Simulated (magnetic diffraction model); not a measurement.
# Solving a magnetic structure from powder neutron data: TmPb

Space group P6_3/mmc (no. 194), a = 3.3770 Å, c = 11.5060 Å.

```csv
site,atom,x,y,z
2c,Pb,1/3,2/3,1/4
2a,Tm,0,0,1/2
```

The compound is invented for this exercise: a known structure type with other elements, its cell scaled to their sizes and not relaxed.

Only Tm is taken to order (form factors of Tm3+); orders and moment sizes are assumed, and not adapted to the symmetry. Radiation: neutrons of λ = 4.2 Å, 5° to 90°; isotropic B of 0.53 Å² (Pb) and 0.47 Å² (Tm). Simulated constant-wavelength pattern: nuclear and magnetic terms add, the magnetic one as |2.695 fm × Σ f S⊥ exp(2πi Q·r) exp(−B s²)|², summed over all Q at one angle with the factor 1/(sin²θ cos θ). For collinear order S is the moment m, which repeats by lattice and centring translations R with the sign exp(−2πi k·R). Free-ion form factors, Sears's scattering lengths of 1992, no absorption; a label names one of the reflections at its angle. The strongest nuclear line in the range is 100, and lines under 0.2 are left out.

Above the ordering temperature:

```tsv
2θ (°)	index	I
42.82	(0 0 2)	100.0
```

Below it (cell unchanged):

```
2θ (°)        I
 10.47  14481.8
 31.78   1616.7
 42.82    100.0
 54.30    592.7
 79.40    320.4
```

**Question.** Find the propagation vector, then choose among these models:
A. collinear moments along [101], 3.8 μB on Tm; signs + at (0, 0, 1/2), − at (0, 0, 0)
B. collinear moments along [100], 3.8 μB on Tm; signs + at (0, 0, 1/2), + at (0, 0, 0)
C. collinear moments along [101], 3.8 μB on Tm; signs + at (0, 0, 1/2), + at (0, 0, 0)
D. collinear moments along [100], 3.8 μB on Tm; signs + at (0, 0, 1/2), − at (0, 0, 0)

The new lines index as (0 0 1/2) at 10.47°, (0 0 3/2) at 31.78°, (0 0 5/2) at 54.30° and (0 0 7/2) at 79.40°, that is as H ± k with k = (0 0 1/2). Half indices mean that the moments reverse under translations with k·R a half-integer, and the magnetic cell has twice the primitive volume.

Magnetic intensity, observed (below minus above) and for each model:

| 2θ (°) | index | observed | A | B | C | D |
| --- | --- | --- | --- | --- | --- | --- |
| 10.47 | (0 0 1/2) | 14481.8 | 1148.5 | 14481.8 | 1148.5 | 14481.8 |
| 31.78 | (0 0 3/2) | 1616.7 | 128.2 | 1616.7 | 128.2 | 1616.7 |
| 54.30 | (0 0 5/2) | 592.7 | 47.0 | 592.7 | 47.0 | 592.7 |
| 79.40 | (0 0 7/2) | 320.4 | 25.4 | 320.4 | 25.4 | 320.4 |

Models B and D match alike on every line, so these data can't choose among them (such ties are often domains of one structure). Model A has the same shape and would fit too with moments 3.55 times as large, so only the size of the moment sets it apart. Model C has the same shape and would fit too with moments 3.55 times as large, so only the size of the moment sets it apart.

The structure used: k = (0 0 1/2), collinear moments along [100], 3.8 μB on Tm; signs + at (0, 0, 1/2), − at (0, 0, 0).

[Logs are printed without paths, hosts, clocks, repeated set-up lines and the standing remarks that a program may print on its own settings, such as how far it seeks lower states.]
